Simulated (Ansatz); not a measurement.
## Work function of Pt(100): what the settings cost and change

Aim: the work function of Pt(100) across levels of theory at one geometry.

Calculated with Ansatz 0.2.0; plane-wave DFT, PBE, Ansatz PAW, in the first sound run; inputs show where later runs differ.

**1. Set-up**

The cell holds 7 atoms: 7 Pt. Cell: a = 2.772 Å, b = 2.772 Å, c = 29.760 Å, α = 90.0°, β = 90.0°, γ = 90.0°. Vacuum lies along c.

**2. Slab, setting PBE, Ansatz PAW (420 eV)**

A work function rests on the faint tail of the density, so the SCF threshold is tight. PBE on the default files comes first; the next runs keep the geometry and change functional or files, each at the cutoff that its files recommend; a relaxation and, for heavy metals, spin-orbit coupling close the ladder.

The input, input.yaml:

```yaml
crystal:
  lattice:
    - [2.7718585823, 0.0, 0.0]
    - [0.0, 2.7718585823, 0.0]
    - [0.0, 0.0, 29.76]
  atoms:
    - { symbol: Pt, position: [0.0, 0.0, 0.3024193548] }
    - { symbol: Pt, position: [0.5, 0.5, 0.3682795699] }
    - { symbol: Pt, position: [0.0, 0.0, 0.4341397849] }
    - { symbol: Pt, position: [0.5, 0.5, 0.5] }
    - { symbol: Pt, position: [0.0, 0.0, 0.5658602151] }
    - { symbol: Pt, position: [0.5, 0.5, 0.6317204301] }
    - { symbol: Pt, position: [0.0, 0.0, 0.6975806452] }
kpoints:
  mp_grid: { grid: [15, 15, 1] }
hamiltonian:
  xc: pbe
scf:
  occupations: { method: fermi_dirac, width: 0.1 }
  convergence: { dr2_threshold: 1.0e-09 }
efield:
  axis: 3
  dipole_correction: true
  ramp_position: 0.97
  ramp_width: 0.06
output:
  write_potential: true
  write_density: true
  volumetric_format: npy
  elf: true
```

Run with:

```
ansatz run input.yaml --threads 4 --pin off --max-ram 6144MiB --backend cpu --events-out ev --progress --plain --runs-dir out
```

What it wrote:

```text
Engine: ansatz 0.2.0, aarch64-unknown-linux-gnu
Pseudopotentials: kind: paw
Pseudopotential: Pt, paw, valence charge 18, recommended cutoff 420 eV (normal), Pt.paw.azcp
Functional definition: PBE
  parameter kappa = 0.804
  parameter beta = 0.066725
  exchange = pbe_x(kappa = kappa, mu = beta*pi^2/3)
  correlation = pbe_c(beta = beta)
Crystal: 7 atoms, lattice volume = 228.652 Å³
Basis set: ecut = 420 eV, 4543 PW (Γ)
Bands: 76, of which v1, the nominal top of the filled ones, is band 63 counted from 1 (62 counted from 0)
Symmetry: 8 space group operations
k-points: 36 of 225
Non-local potential: Pt, projectors of the file, l = 0: 3, l = 1: 2, l = 2: 2, l = 3: 1
PAW form: soft (Blöchl's): semilocal exchange-correlation on the pseudo side does not see the compensation charge
PAW one-centre angular grid: Pt, 590 points (default); XC on 64 Gauss nodes
Initial density: superposition of atomic densities (neutral atoms: chi_scale 0, normalization atom), corrected by the library's trained network
Initial wavefunctions: pseudopotential atomic-orbital guess
Functional: x = pbe(κ = 0.804, μ = 0.219515), c = pbe(β = 0.066725)
SCF iter   1: F=—  HF=-87659.643528 eV  |F-HF|=—  |Δ(HF+E_count)|=         —  Δρ=1.79e-2  dr2=1.31e1  ethr=1.77e-3  p=-0.000 e·Å  D=-5.62e-14 V/Å  ΔV_dip=0.00 eV  dr2_dipole=3.91e-8  V_vac-E_F(+/−)=5.04/5.04 eV  ⟨swp⟩=7.8  Hψ=11645  notcnv=0  defer=58
efield: sawtooth ramp at fractional position 0.9700 (set: `efield.ramp_position`, or a place that a band, a saddle search or an elastic batch's reference lends), width 0.0600; the density the first Hamiltonian is built on has a dipole p = -0.000 e·Å; the dipole correction subtracts the counter field D = -5.62e-14 V/Å, which shifts the + side's vacuum level by +0.00 eV against the − side's; the planar-averaged density in the ramp window peaks in size at 7.6e-6 e/Å³
preconditioner: auto → LDOS  [metal: Δε(μ)=0.008 eV  Ē_g=7.658 eV  σ=0.100 eV  W_gap=0.02  n_scr=58 (ndim 8)  ℏωp=20.5 eV  f_vac=0.495  D(μ)=11.42/eV (n_scr^D=104)  β→1.0]
SCF iter   2: F=—  HF=-87659.486639 eV  |F-HF|=—  |Δ(HF+E_count)|=   1.57e-1  Δρ=4.82e-3  dr2=2.62e-1  ethr=1.77e-3  p=-0.000 e·Å  D=-1.00e-5 V/Å  ΔV_dip=0.00 eV  dr2_dipole=8.00e-8  V_vac-E_F(+/−)=5.71/5.71 eV  ⟨swp⟩=2.0  Hψ=3278  notcnv=0  defer=94
SCF iter   3: F=—  HF=-87659.488595 eV  |F-HF|=—  |Δ(HF+E_count)|=   1.96e-3  Δρ=2.83e-3  dr2=7.62e-2  ethr=2.08e-4  p=0.000 e·Å  D=8.60e-7 V/Å  ΔV_dip=-0.00 eV  dr2_dipole=6.70e-10  V_vac-E_F(+/−)=5.54/5.54 eV  ⟨swp⟩=2.0  Hψ=4039  notcnv=0  defer=101
SCF iter   4: F=—  HF=-87659.478454 eV  |F-HF|=—  |Δ(HF+E_count)|=   1.01e-2  Δρ=6.14e-4  dr2=1.86e-3  ethr=6.05e-5  p=-0.000 e·Å  D=-2.24e-6 V/Å  ΔV_dip=0.00 eV  dr2_dipole=2.98e-9  V_vac-E_F(+/−)=5.67/5.67 eV  ⟨swp⟩=2.0  Hψ=4019  notcnv=0  defer=101
SCF iter   5: F=—  HF=-87659.478168 eV  |F-HF|=—  |Δ(HF+E_count)|=   2.86e-4  Δρ=2.96e-4  dr2=5.74e-4  ethr=1.47e-6  p=-0.000 e·Å  D=-1.12e-6 V/Å  ΔV_dip=0.00 eV  dr2_dipole=9.99e-10  V_vac-E_F(+/−)=5.66/5.66 eV  ⟨swp⟩=2.8  Hψ=4633  notcnv=0  defer=101
SCF iter   6: F=—  HF=-87659.478169 eV  |F-HF|=—  |Δ(HF+E_count)|=   1.14e-6  Δρ=1.41e-4  dr2=2.02e-4  ethr=4.55e-7  p=-0.000 e·Å  D=-2.47e-7 V/Å  ΔV_dip=0.00 eV  dr2_dipole=2.09e-10  V_vac-E_F(+/−)=5.66/5.66 eV  ⟨swp⟩=1.3  Hψ=2747  notcnv=0  defer=101
SCF iter   7: F=—  HF=-87659.478156 eV  |F-HF|=—  |Δ(HF+E_count)|=   1.31e-5  Δρ=5.16e-5  dr2=1.34e-5  ethr=1.61e-7  p=0.000 e·Å  D=2.10e-7 V/Å  ΔV_dip=-0.00 eV  dr2_dipole=1.06e-13  V_vac-E_F(+/−)=5.67/5.67 eV  ⟨swp⟩=1.4  Hψ=2801  notcnv=0  defer=101
SCF iter   8: F=—  HF=-87659.478142 eV  |F-HF|=—  |Δ(HF+E_count)|=   1.38e-5  Δρ=1.64e-5  dr2=3.82e-6  ethr=1.07e-8  p=0.000 e·Å  D=1.38e-7 V/Å  ΔV_dip=-0.00 eV  dr2_dipole=1.50e-11  V_vac-E_F(+/−)=5.67/5.67 eV  ⟨swp⟩=2.2  Hψ=3971  notcnv=0  defer=101
SCF iter   9: F=—  HF=-87659.477503 eV  |F-HF|=—  |Δ(HF+E_count)|=   6.39e-4  Δρ=5.36e-6  dr2=3.79e-7  ethr=3.03e-9  p=0.000 e·Å  D=6.82e-8 V/Å  ΔV_dip=-0.00 eV  dr2_dipole=5.37e-14  V_vac-E_F(+/−)=5.67/5.67 eV  ⟨swp⟩=2.0  Hψ=3551  notcnv=0  defer=97
SCF iter  10: F=—  HF=-87659.477503 eV  |F-HF|=—  |Δ(HF+E_count)|=   1.51e-8  Δρ=2.72e-6  dr2=5.23e-8  ethr=3.01e-10  p=0.000 e·Å  D=1.75e-8 V/Å  ΔV_dip=-0.00 eV  dr2_dipole=4.36e-13  V_vac-E_F(+/−)=5.67/5.67 eV  ⟨swp⟩=2.1  Hψ=3871  notcnv=0  defer=97
SCF iter  11: F=—  HF=-87659.477503 eV  |F-HF|=—  |Δ(HF+E_count)|=   2.12e-9  Δρ=9.87e-7  dr2=8.22e-9  ethr=4.15e-11  p=-0.000 e·Å  D=-1.61e-8 V/Å  ΔV_dip=0.00 eV  dr2_dipole=2.00e-15  V_vac-E_F(+/−)=5.67/5.67 eV  ⟨swp⟩=2.1  Hψ=3697  notcnv=0  defer=97
SCF iter  12: F=-87659.477503 eV  HF=-87659.477503 eV  |F-HF|=1.05e-9  |Δ(HF+E_count)|=  3.20e-10  Δρ=3.31e-7  dr2=9.31e-10  ethr=1.00e-12  p=0.000 e·Å  D=6.90e-9 V/Å  ΔV_dip=-0.00 eV  dr2_dipole=1.78e-15  V_vac-E_F(+/−)=5.67/5.67 eV  ⟨swp⟩=11.0  Hψ=10266  notcnv=0
SCF 1 converged in 12 iterations: F = -87659.477503 eV  dr2 = 9.31e-10
  greatest PAW one-centre occupation: 1.000 electrons in one spin orbital (limit 2), on the Pt atom at site 2 (counted from 0), in its partial waves of l = 0
WARN: The output density's exchange-correlation potential varies sharply where the density is thin. Do not read a vacuum level from v_tot or v_xc, or from such a field of the output density. On a cell that repeats whose density bears no net charge and no dipole along the vacuum's axis use v_es (v_loc + v_h of the components); under efield.dipole_correction with no amplitude use v_es + v_field, which holds any externa [...]
SCF converged after 12 iterations
Free energy (F): -87659.477503 eV
Harris-Foulkes:  -87659.477503 eV  (|F-HF|=1.05e-9)
Internal energy: -87659.084063 eV  (E = F + TS)
E sigma→0 (E₀):  -87659.280783 eV
Entropy (-TS):   -0.393440 eV (-56.206 meV/atom)
Fermi energy:    7.726634 eV
Dipole field:    D = -0.000000 V/Å  (p = -0.000000 e·Å, saw-weighted, corrected)
Work function:   Φ+ = 5.6655 eV   Φ− = 5.6655 eV
Levels:          The Fermi level and band energies are counted from a zero that moves with the ramp; work functions are not
--- Per-component energies (eV) ---
  E_band       = -2845.403048
  E_kinetic    = 4463.349100
  E_local      = -282470.546679  (includes V_loc(G=0)·N_el)
  E_nonlocal   = 1400.524028
  E_hartree    = 138949.569956
  E_xc         = -1830.852047
  E_vxc        = -2117.546365  (∫ρ·V_xc dr)
  E_paw        = -66178.613483  (= ΣΔE_a)
  E_vpaw       = -2020.335303  (= ΣTr[D̂ρ^β])
  E_aug_tail   = 0.001398  (compensation charges beyond the density's cutoff)
  E_efield     = 0.000000  (sawtooth field / dipole correction)
  E_vefield    = 0.000000  (∫n·V_field dr)
  E_ewald      = 118007.483664
  E_smearing   = -0.393440  (= −TS)
  E_closure    = 0.000000  (closes the sum)
  Σ components = -87659.477503   (vs F -87659.477503, Δ=0.00e0)
--- Band table (eV; the first three rows and the last of 36) ---
  k-point 0: bands = [... 59 lower, 6.9146, 7.0661, 7.1058, 7.4707, 7.6782, 7.6782, 7.8005, 7.8349, ... 9 higher]
  k-point 1: bands = [... 59 lower, 6.7954, 7.2419, 7.3033, 7.3275, 7.3663, 7.7024, 7.7426, 7.8357, ... 9 higher]
  k-point 2: bands = [... 59 lower, 6.6944, 6.8152, 7.0615, 7.3123, 7.3617, 7.5401, 7.6652, 7.9590, ... 9 higher]
  k-point 35: bands = [... 59 lower, 8.1402, 8.1516, 8.6786, 8.7130, 10.0124, 10.6888, 11.6448, 12.2508, ... 9 higher]
```

The job ended after 58 s (4 threads of Arm Neoverse N1, shared host; peak memory 1 GiB; 3 min of CPU time).

Reading the cycles: dr2 is the Hartree energy of the density residual (eV), the measure of convergence; HF is the Harris–Foulkes estimate of the energy, which meets the free energy F at convergence.

This step gave:

```yaml
energy_at_zero_smearing: -87659.2808 eV
work_function_upper_face: 5.665 eV
```

Running mean over 1.96 Å of the planar mean; the ramp of the sawtooth is left out. Electron's electrostatic potential energy less the Fermi level against z:

z (Å), electron's electrostatic potential energy less the Fermi level (eV) and a bar from the least value:
```
        4        5.7 ##############################
        5        5.7 ##############################
        6        5.6 ##############################
        7        5.0 #############################
        8       -3.0 ################
        9      -11.3 ##
       10      -12.0 #
       11      -12.2 
       12      -12.3 
       13      -12.3 
       14      -12.3 
       15      -12.3 
       16      -12.3 
       17      -12.3 
       18      -12.3 
       19      -12.2 
       20      -11.9 #
       21      -10.5 ###
       22        0.0 #####################
       23        5.3 #############################
       24        5.6 ##############################
       25        5.7 ##############################
       26        5.7 ##############################
```

Electrostatic potential energy in the ca plane at fractional y = 0.000, with atoms of Pt within 0.2 Å of it. With pseudopotentials it is smooth inside the atoms' cores, unlike the true potential.

Values in eV, 5 rows by 16 columns, each cell a mean:
```
 -7  10 -11 -59  -4  10 -16 -58   0  10 -20 -55   4  13  13  13
  6   8   5 -11   7   8   4 -10   7   8   3  -9  10  13  13  13
  9   7   8   5   8   7   8   5   8   7   8   6  12  13  13  13
  2   9   0 -29   4   9  -2 -28   5   9  -4 -26   8  13  13  13
-11  11 -16 -66  -7  10 -21 -65  -3  10 -26 -62   2  13  13  13
```
Columns run along c (16.0 Å, from fractional 0.33 to 0.87 of the cell; values clipped at the 3rd and 97th percentile), rows up along a (2.8 Å). Atoms in or near the plane, at fractional coordinates: Pt at (0.43, 0.00), Pt at (0.57, 0.00), Pt at (0.70, 0.00).

Valence density in the ca plane at fractional y = 0.000, with atoms of Pt within 0.2 Å of it. It is the smooth field of the valence electrons, not physical close to the nuclei.

Ten even steps from '0' (0 e/Å³) to '9' (11 e/Å³), each cell a mean:
```
20000002686200000037851000001478410000000000
10000001242000000013420000000133100000000000
00000000010000000000100000000000000000000000
00000000000000000000000000000000000000000000
00000000000000000000000000000000000000000000
00000000121000000001210000000122100000000000
20000001564100000025641000000366300000000000
30000003797200000048961000001599510000000000
```
Columns run along c (16.0 Å, from fractional 0.33 to 0.87 of the cell), rows up along a (2.8 Å). Atoms in or near the plane, at fractional coordinates: Pt at (0.43, 0.00), Pt at (0.57, 0.00), Pt at (0.70, 0.00).

ELF in the ca plane at fractional y = 0.000, with atoms of Pt within 0.2 Å of it. It is the smooth field of the valence electrons, not physical close to the nuclei.

Ten even steps from '0' (0.00) to '9' (0.68), each cell a mean:
```
74322247999742223489996322235899964210000000
53322335787433223357864332234678643210000000
33333333454333333334543333333345443210000000
33344333343333443333433334333334443100000000
33333333343333333334433333333334443100000000
43333334676433333346753333333566543210000000
74322246898632223479985322235799853210000000
85311248999742123589997321236999964210000000
```
Columns run along c (16.0 Å, from fractional 0.33 to 0.87 of the cell), rows up along a (2.8 Å). Atoms in or near the plane, at fractional coordinates: Pt at (0.43, 0.00), Pt at (0.57, 0.00), Pt at (0.70, 0.00).

The work function is 5.665 eV.

**3. Run**

This step: plane-wave DFT, LDA, Ansatz PAW (Ansatz 0.2.0).

input.yaml: that of step 2 with these lines changed.

```diff
@@ -16,3 +16,3 @@
 hamiltonian:
-  xc: pbe
+  xc: lda
 scf:
@@ -29,2 +29 @@
   volumetric_format: npy
-  elf: true
```

What it wrote:

```text
[...]
Crystal: 7 atoms, lattice volume = 228.652 Å³
Basis set: ecut = 420 eV, 4543 PW (Γ)
Bands: 76, of which v1, the nominal top of the filled ones, is band 63 counted from 1 (62 counted from 0)
Symmetry: 8 space group operations
k-points: 36 of 225
[...]
k-point 0: bands = [... 59 lower, 6.5336, 6.6537, 6.7451, 7.1122, 7.3015, 7.3015, 7.4430, 7.4782, ... 9 higher]
  k-point 1: bands = [... 59 lower, 6.4300, 6.8774, 6.9357, 6.9412, 6.9822, 7.3420, 7.3845, 7.4654, ... 9 higher]
  k-point 2: bands = [... 59 lower, 6.3257, 6.4306, 6.6956, 6.9453, 6.9664, 7.1798, 7.3002, 7.5891, ... 9 higher]
  k-point 35: bands = [... 59 lower, 7.7607, 7.7713, 8.2863, 8.3213, 9.6018, 10.2833, 11.2335, 11.8443, ... 9 higher]
[key lines of the parts left out:]
SCF converged after 12 iterations
Free energy (F): -85712.669200 eV
Fermi energy:    7.351273 eV
Dipole field:    D = 0.000000 V/Å  (p = 0.000000 e·Å, saw-weighted, corrected)
Work function:   Φ+ = 6.0505 eV   Φ− = 6.0505 eV
```

Elapsed: 53 s, on 4 threads; peak memory 0.99 GiB; 2.8 min of CPU time.

The work function is 6.051 eV, +0.385 eV from the run “PBE, Ansatz PAW (420 eV)”, at 0.95 times its CPU time.

**4. Run**

This step: plane-wave DFT, PBEsol, Ansatz PAW (Ansatz 0.2.0).

input.yaml: that of step 3 with these lines changed.

```diff
@@ -16,3 +16,3 @@
 hamiltonian:
-  xc: lda
+  xc: pbesol
 scf:
```

What it wrote:

```text
[...]
Crystal: 7 atoms, lattice volume = 228.652 Å³
Basis set: ecut = 420 eV, 4543 PW (Γ)
Bands: 76, of which v1, the nominal top of the filled ones, is band 63 counted from 1 (62 counted from 0)
Symmetry: 8 space group operations
k-points: 36 of 225
[...]
k-point 0: bands = [... 59 lower, 6.7603, 6.8806, 6.9667, 7.3330, 7.5280, 7.5280, 7.6639, 7.6987, ... 9 higher]
  k-point 1: bands = [... 59 lower, 6.6529, 7.0992, 7.1596, 7.1715, 7.2024, 7.5635, 7.6053, 7.6902, ... 9 higher]
  k-point 2: bands = [... 59 lower, 6.5490, 6.6563, 6.9177, 7.1692, 7.1999, 7.4009, 7.5229, 7.8143, ... 9 higher]
  k-point 35: bands = [... 59 lower, 7.9902, 8.0013, 8.5221, 8.5576, 9.8081, 10.4881, 11.4490, 12.0543, ... 9 higher]
[key lines of the parts left out:]
SCF converged after 12 iterations
Free energy (F): -86684.750534 eV
Fermi energy:    7.577504 eV
Dipole field:    D = -0.000000 V/Å  (p = -0.000000 e·Å, saw-weighted, corrected)
Work function:   Φ+ = 5.7925 eV   Φ− = 5.7924 eV
```

Elapsed: 55 s, on 4 threads; peak memory 1 GiB.

The work function is 5.792 eV, +0.127 eV from the run “PBE, Ansatz PAW (420 eV)”, at 0.97 times its CPU time.

**5. Slab**

This step: plane-wave DFT, RPBE, Ansatz PAW (Ansatz 0.2.0).

input.yaml: that of step 4 with these lines changed.

```diff
@@ -16,3 +16,3 @@
 hamiltonian:
-  xc: pbesol
+  xc: rpbe
 scf:
```

What it wrote:

```text
[...]
Crystal: 7 atoms, lattice volume = 228.652 Å³
Basis set: ecut = 420 eV, 4543 PW (Γ)
Bands: 76, of which v1, the nominal top of the filled ones, is band 63 counted from 1 (62 counted from 0)
Symmetry: 8 space group operations
k-points: 36 of 225
[...]
k-point 0: bands = [... 59 lower, 7.0426, 7.2185, 7.2298, 7.5935, 7.8043, 7.8043, 7.9226, 7.9568, ... 9 higher]
  k-point 1: bands = [... 59 lower, 6.9212, 7.3661, 7.4283, 7.4629, 7.4975, 7.8251, 7.8649, 7.9603, ... 9 higher]
  k-point 2: bands = [... 59 lower, 6.8209, 6.9501, 7.1864, 7.4370, 7.5029, 7.6631, 7.7888, 8.0834, ... 9 higher]
  k-point 35: bands = [... 59 lower, 8.2678, 8.2796, 8.8086, 8.8426, 10.1600, 10.8342, 11.7910, 12.3959, ... 9 higher]
[key lines of the parts left out:]
SCF converged after 12 iterations
Free energy (F): -87756.026436 eV
Fermi energy:    7.853869 eV
Dipole field:    D = 0.000001 V/Å  (p = 0.000001 e·Å, saw-weighted, corrected)
Work function:   Φ+ = 5.4993 eV   Φ− = 5.4993 eV
```

It took 55 s on 4 threads; peak memory 1 GiB; 3 min of CPU time.

The work function is 5.499 eV, -0.166 eV from the run “PBE, Ansatz PAW (420 eV)”, at 0.99 times its CPU time.

**6. Slab**

This step: plane-wave DFT, r2SCAN, Ansatz PAW (Ansatz 0.2.0).

input.yaml: that of step 5 with these lines changed.

```diff
@@ -16,3 +16,3 @@
 hamiltonian:
-  xc: rpbe
+  xc: r2scan
 scf:
```

What it wrote:

```text
[...]
Crystal: 7 atoms, lattice volume = 228.652 Å³
Basis set: ecut = 500 eV, 5725 PW (Γ), exchange–correlation on 96×96×900 points (64 copies of the dense FFT grid, shifted against one another)
Bands: 76, of which v1, the nominal top of the filled ones, is band 63 counted from 1 (62 counted from 0)
Symmetry: 8 space group operations
k-points: 36 of 225
[...]
k-point 0: bands = [... 59 lower, 6.7242, 6.8573, 6.9616, 7.2352, 7.5141, 7.5141, 7.5772, 7.6116, ... 9 higher]
  k-point 1: bands = [... 59 lower, 6.5456, 7.0156, 7.0875, 7.1754, 7.2109, 7.4844, 7.5185, 7.6596, ... 9 higher]
  k-point 2: bands = [... 59 lower, 6.4527, 6.6416, 6.8310, 7.0922, 7.2285, 7.3153, 7.4638, 7.7856, ... 9 higher]
  k-point 35: bands = [... 59 lower, 7.9999, 8.0131, 8.5898, 8.6244, 10.0422, 10.7406, 11.7257, 12.3560, ... 9 higher]
[key lines of the parts left out:]
SCF converged after 17 iterations
Free energy (F): -87755.711085 eV
Fermi energy:    7.555081 eV
Dipole field:    D = 0.000015 V/Å  (p = 0.000018 e·Å, saw-weighted, corrected)
Work function:   Φ+ = 5.7404 eV   Φ− = 5.7408 eV
```

The job ended after 2.8 min (4 threads; peak memory 1.6 GiB; 9.1 min of CPU time).

The work function is 5.740 eV, +0.075 eV from the run “PBE, Ansatz PAW (420 eV)”, at 3.1 times its CPU time.

**7. Slab**

This step: plane-wave DFT, PBE, JTH PAW (Ansatz 0.2.0).

input.yaml: that of step 6 with these lines changed.

```diff
@@ -16,3 +16,4 @@
 hamiltonian:
-  xc: r2scan
+  xc: pbe
+  pseudopotentials: { kind: paw, source: jth }
 scf:
```

What it wrote:

```text
[...]
k-point 0: bands = [... 31 lower, 4.3469, 4.5120, 4.5293, 4.8912, 5.1028, 5.1028, 5.2146, 5.2493, ... 10 higher]
  k-point 1: bands = [... 31 lower, 4.2216, 4.6681, 4.7261, 4.7587, 4.7987, 5.1199, 5.1578, 5.2562, ... 10 higher]
  k-point 2: bands = [... 31 lower, 4.1225, 4.2495, 4.4893, 4.7322, 4.7956, 4.9591, 5.0875, 5.3769, ... 10 higher]
  k-point 35: bands = [... 31 lower, 5.5566, 5.5672, 6.0832, 6.1165, 7.4681, 8.1421, 9.0893, 9.6970, ... 10 higher]
[key lines of the parts left out:]
SCF converged after 15 iterations
Free energy (F): -71169.964280 eV
Fermi energy:    5.149115 eV
Dipole field:    D = -0.000001 V/Å  (p = -0.000001 e·Å, saw-weighted, corrected)
Work function:   Φ+ = 5.6712 eV   Φ− = 5.6712 eV
```

It took 2 min on 4 threads; peak memory 1.4 GiB.

The work function is 5.671 eV, +0.006 eV from the run “PBE, Ansatz PAW (420 eV)”, at 2.2 times its CPU time.

**8. Slab**

This step: plane-wave DFT, PBE, norm-conserving (Ansatz 0.2.0).

input.yaml: that of step 7 with these lines changed.

```diff
@@ -17,3 +17,3 @@
   xc: pbe
-  pseudopotentials: { kind: paw, source: jth }
+  pseudopotentials: { kind: nc }
 scf:
```

What it wrote:

```text
[...]
Crystal: 7 atoms, lattice volume = 228.652 Å³
Basis set: ecut = 1142.878222 eV, 20157 PW (Γ)
Bands: 76, of which v1, the nominal top of the filled ones, is band 63 counted from 1 (62 counted from 0)
Symmetry: 8 space group operations
k-points: 36 of 225
[...]
k-point 0: bands = [... 59 lower, 7.0122, 7.1657, 7.2078, 7.5728, 7.7766, 7.7766, 7.9029, 7.9375, ... 9 higher]
  k-point 1: bands = [... 59 lower, 6.8969, 7.3427, 7.4038, 7.4256, 7.4656, 7.8042, 7.8449, 7.9353, ... 9 higher]
  k-point 2: bands = [... 59 lower, 6.7949, 6.9136, 7.1621, 7.4128, 7.4600, 7.6419, 7.7660, 8.0588, ... 9 higher]
  k-point 35: bands = [... 59 lower, 8.2386, 8.2499, 8.7744, 8.8087, 10.1157, 10.7923, 11.7481, 12.3550, ... 9 higher]
[key lines of the parts left out:]
SCF converged after 11 iterations
Free energy (F): -24851.744480 eV
Fermi energy:    7.825903 eV
Dipole field:    D = 0.000000 V/Å  (p = 0.000000 e·Å, saw-weighted, corrected)
Work function:   Φ+ = 5.6651 eV   Φ− = 5.6651 eV
```

Run time: 4.3 min. Hardware: 4 threads; peak memory 3.2 GiB.

The work function is 5.665 eV, -0.000 eV from the run “PBE, Ansatz PAW (420 eV)”, at 5.0 times its CPU time.

(Part 1 of 2 ends here.)

[Long decimals in the printed logs are rounded to 6 places.]

[Logs are printed without paths, hosts, clocks, repeated set-up lines and the standing remarks that a program may print on its own settings, such as how far it seeks lower states.]

[Hosts, paths, dates, database ids (printed as entryN), source tags and the programs' standing remarks are cut or masked in the printed files.]

[Maps of the electrostatic potential energy from Ansatz leave out the sawtooth potential of an applied field or a dipole correction, so their vacuum need not be flat; planar profiles and work functions include it.]
